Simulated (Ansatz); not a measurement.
# (InP)1(ZnTe)3 [001] superlattice, started as zinc blende: relaxing the cell for a phonon run, part 2 of 2

Task: relax (InP)1(ZnTe)3 [001] superlattice, started as zinc blende tightly.

Ansatz 0.2.0; DFT LDA, scalar-relativistic, plane waves, PAW.

So far. Step 2 (A coarse first look): The coarse mesh shows a gap of 0.41 eV and a pressure of -1.2 GPa.

The structure was built from a prototype and need not be the compound's stable phase.

## Step 4: Bringing the structure to rest (continued)

Electrostatic potential energy in the ac plane at fractional y = 0.000, with atoms of In and P and Te and Zn within 0.2 Å of it. With pseudopotentials it is smooth inside the atoms' cores, unlike the true potential.

Ten even steps from '_' (-37 eV) to '@' (12 eV), each cell a mean:
```
::--++%%@@@@@@@@@@@@%%##==--
##%%%%@@@@@@@@@@@@@@@@@@%%%%
@@@@@@@@@@@@@@@@@@@@@@@@@@@@
@@@@@@@@@@@@@@@@@@@@@@@@@@@@
@@@@@@@@@@@@@@@@@@@@@@@@@@@@
@@@@@@@@@@@@@@@@@@@@@@@@@@@@
@@@@@@@@@@%%####%%%%@@@@@@@@
@@@@@@%%##++**##**++##@@@@@@
@@@@@@##++%%@@@@@@##++%%@@@@
@@@@%%##++%%@@@@@@****%%@@@@
==++##%%##++****++**##%%**++
__..==##%%%%%%%%%%%%%%**::__
__..--##@@@@@@@@@@@@%%**::__
==++##%%@@@@@@@@@@@@@@%%**==
@@@@@@@@@@@@@@@@@@@@@@@@@@@@
@@@@@@@@@@@@@@@@@@@@@@@@@@@@
@@@@@@@@@@@@@@@@@@@@@@@@@@@@
@@@@@@@@@@@@@@@@@@@@@@@@@@@@
@@@@@@@@@@%%##**##%%@@@@@@@@
@@@@@@%%##::____..==%%@@@@@@
%%%%%%%%**________::##%%%%%%
--==**%%##==....::++####++==
____::**%%%%%%%%%%%%%%++..__
____::**%%@@@@@@@@@@%%==..__
```
Columns run along a (4.2 Å; values clipped at the 3rd and 97th percentile), rows up along c (12.0 Å). Atoms in or near the plane, at fractional coordinates: In at (0.00, 0.03), P at (0.50, 0.14), Te at (0.50, 0.62), Zn at (0.00, 0.49).

Valence density in the ac plane at fractional y = 0.000, with atoms of In and P and Te and Zn within 0.2 Å of it. It is the smooth field of the valence electrons, not physical close to the nuclei.

Ten steps, logarithmic in the rise over the least value, from '0' (0 e/Å³) to '9' (23 e/Å³), each cell a mean:
```
54210000001134
11100000000011
00000000000000
00000000000000
00000000000000
00000000000000
00001112110000
00012345421100
00123688752100
11123688753211
43222344422223
97321111111258
97411000001258
43210000000123
11000000000001
00000000000000
00000000000000
00000000000000
00001122211000
00012222221100
11122210222111
43222222222234
77422222222357
87521100011367
```
Columns run along a (4.2 Å), rows up along c (12.0 Å). Atoms in or near the plane, at fractional coordinates: In at (0.00, 0.03), P at (0.50, 0.14), Te at (0.50, 0.62), Zn at (0.00, 0.49).

In this step the volume went from 26.35 to 26.35 Å³/atom.

## Step 5: Tight relaxation

Phonons need a cell at rest on their own settings, so the relaxation is repeated with tight tolerances on forces and stress on the k mesh and occupations of the first response run.

input.yaml reads:

```yaml
crystal:
  lattice:
    - [2.9777690292, 2.9777690292, 0.0]
    - [-2.9616220683, 2.9616220683, 0.0]
    - [0.0, 0.0, 11.9510497161]
  atoms:
    - { symbol: In, position: [0.0, 0.0, 0.0300385566] }
    - { symbol: P, position: [0.5, 0.0, 0.143256782] }
    - { symbol: Te, position: [0.0, 0.5, 0.3660926223] }
    - { symbol: Te, position: [0.5, 0.0, 0.6191541349] }
    - { symbol: Te, position: [0.0, 0.5, 0.8718616367] }
    - { symbol: Zn, position: [0.5, 0.5, 0.2351494517] }
    - { symbol: Zn, position: [0.0, 0.0, 0.4903087416] }
    - { symbol: Zn, position: [0.5, 0.5, 0.7441380742] }
kpoints:
  mp_grid: { grid: [8, 8, 2] }
hamiltonian:
  xc: lda
scf:
  occupations: { method: fixed }
output:
  forces: true
  stress: true
  eigenvalues: true
relax:
  adjacent_minimum: "off"
  f_tol: 0.001
  max_steps: 60
  cell: { stress_tol: 0.01 }
```

Started as:

```bash
ansatz run input.yaml --threads 8 --pin off --max-ram 14336MiB --backend cpu --events-out ev --progress --plain --runs-dir out
```

Numbers of over 12 decimals in the logs are rounded to 6 here.

The program printed:

```text
[...]
Crystal: 8 atoms, lattice volume = 210.793 Å³
Basis set: ecut = 420 eV, 4077 PW (Γ)
Bands: 62, of which v1, the nominal top of the filled ones, is band 51 counted from 1 (50 counted from 0)
Symmetry: 4 space group operations
[...]
k-points: 50 of 128
[...]
- [2.975429, 2.975429, 0]
    - [-2.959703, 2.959703, 0]
    - [0, 0, 11.966462]
  atoms:
    - { symbol: In, position: [0, 0, 0.029954] }
    - { symbol: P, position: [0.5, 0, 0.143170] }
    - { symbol: Te, position: [0, 0.5, 0.366107] }
    - { symbol: Te, position: [0.5, 0, 0.619199] }
    - { symbol: Te, position: [0, 0.5, 0.871910] }
    - { symbol: Zn, position: [0.5, 0.500000, 0.235148] }
    - { symbol: Zn, position: [0, 0, 0.490333] }
    - { symbol: Zn, position: [0.5, 0.500000, 0.744180] }
[key lines of the parts left out:]
SCF converged after 5 iterations
Free energy (F): -36406.086752 eV
Fermi energy:    7.401951 eV
P = ⅓ Tr σ = -0.0001 GPa (-0.001 kbar)
```

It took 54 s on 8 threads of Intel Xeon Platinum 8259CL at 2.50GHz (Skylake/Cascade Lake), shared host; peak memory 1.2 GiB; 6.7 min of CPU time.

Relaxation path:

| step | energy less that of the first step (eV) | largest force component (eV/Å) | pressure (GPa) | volume (Å³) |
| --- | --- | --- | --- | --- |
| 1 | 0.0000 | 0.0035 | -0.01 | 210.79 |
| 2 | -0.0001 | 0.0119 | 0.01 | 210.73 |
| 3 | -0.0001 | 0.0031 | 0.00 | 210.76 |
| 4 | -0.0001 | 0.0015 | 0.00 | 210.76 |
| 5 | -0.0001 | 0.0002 | 0.00 | 210.76 |
| 6* | -0.0001 | 0.0002 | 0.00 | 210.76 |

Relaxation steps marked * repeat the geometry before them on a plane-wave basis chosen anew for their cell, so energy and pressure can jump there.

The run keeps the 4 symmetry operations that it works with, so distortions that break them were not tested.

| conventional cell, symmetrised | before | after | change |
| --- | --- | --- | --- |
| a (Å) | 4.188 | 4.186 | -0.1 % |
| b (Å) | 4.211 | 4.208 | -0.1 % |
| c (Å) | 11.951 | 11.966 | +0.1 % |
| volume (Å³/atom) | 26.35 | 26.35 | -0.0 % |

Final coordinates:

```xyz
8
Lattice="2.9754 2.9754 0.0000 -2.9597 2.9597 0.0000 0.0000 0.0000 11.9665" Properties=species:S:1:pos:R:3 pbc="T T T"
In    0.0000    0.0000    0.3584
P     1.4877    1.4877    1.7132
Te   -1.4799    1.4799    4.3810
Te    1.4877    1.4877    7.4096
Te   -1.4799    1.4799   10.4337
Zn    0.0079    2.9676    2.8139
Zn    0.0000    0.0000    5.8676
Zn    0.0079    2.9676    8.9052
```

This step gave:

| Property | Result |
| --- | --- |
| pressure | -1.38e-4 GPa |
| gap on the k-mesh | 0.9034 eV |
| direct gap on mesh | 0.9034 eV |

The largest force component left is 0.21 meV/Å and the pressure is 0.000 GPa, within the tolerances set. The cell now holds 26.35 Å³/atom.

## Step 6: Results

| Property | Result |
| --- | --- |
| space group after relaxation (within 0.01 Å) | Pmm2 |
| lattice constant a | 4.186 Å |
| lattice constant b | 4.208 Å |
| lattice constant c | 11.966 Å |
| volume per atom | 26.3 Å³ |
| gap on the k-mesh | 0.903 eV |

The largest force component left is 0.21 meV/Å and the pressure is 0.000 GPa, within the tolerances set. The cell now holds 26.35 Å³/atom. The relaxation keeps the symmetry of its start, so it says nothing on stability against lower symmetry. Spin-orbit coupling is left out, which can matter for the heavy elements here. The starting cell was built on a prototype and not taken from a measurement, so the phase need not exist.

[Logs are printed without paths, hosts, clocks, repeated set-up lines and the standing remarks that a program may print on its own settings, such as how far it seeks lower states.]

[Hosts, paths, dates, database ids (printed as entryN), source tags and the programs' standing remarks are cut or masked in the printed files.]
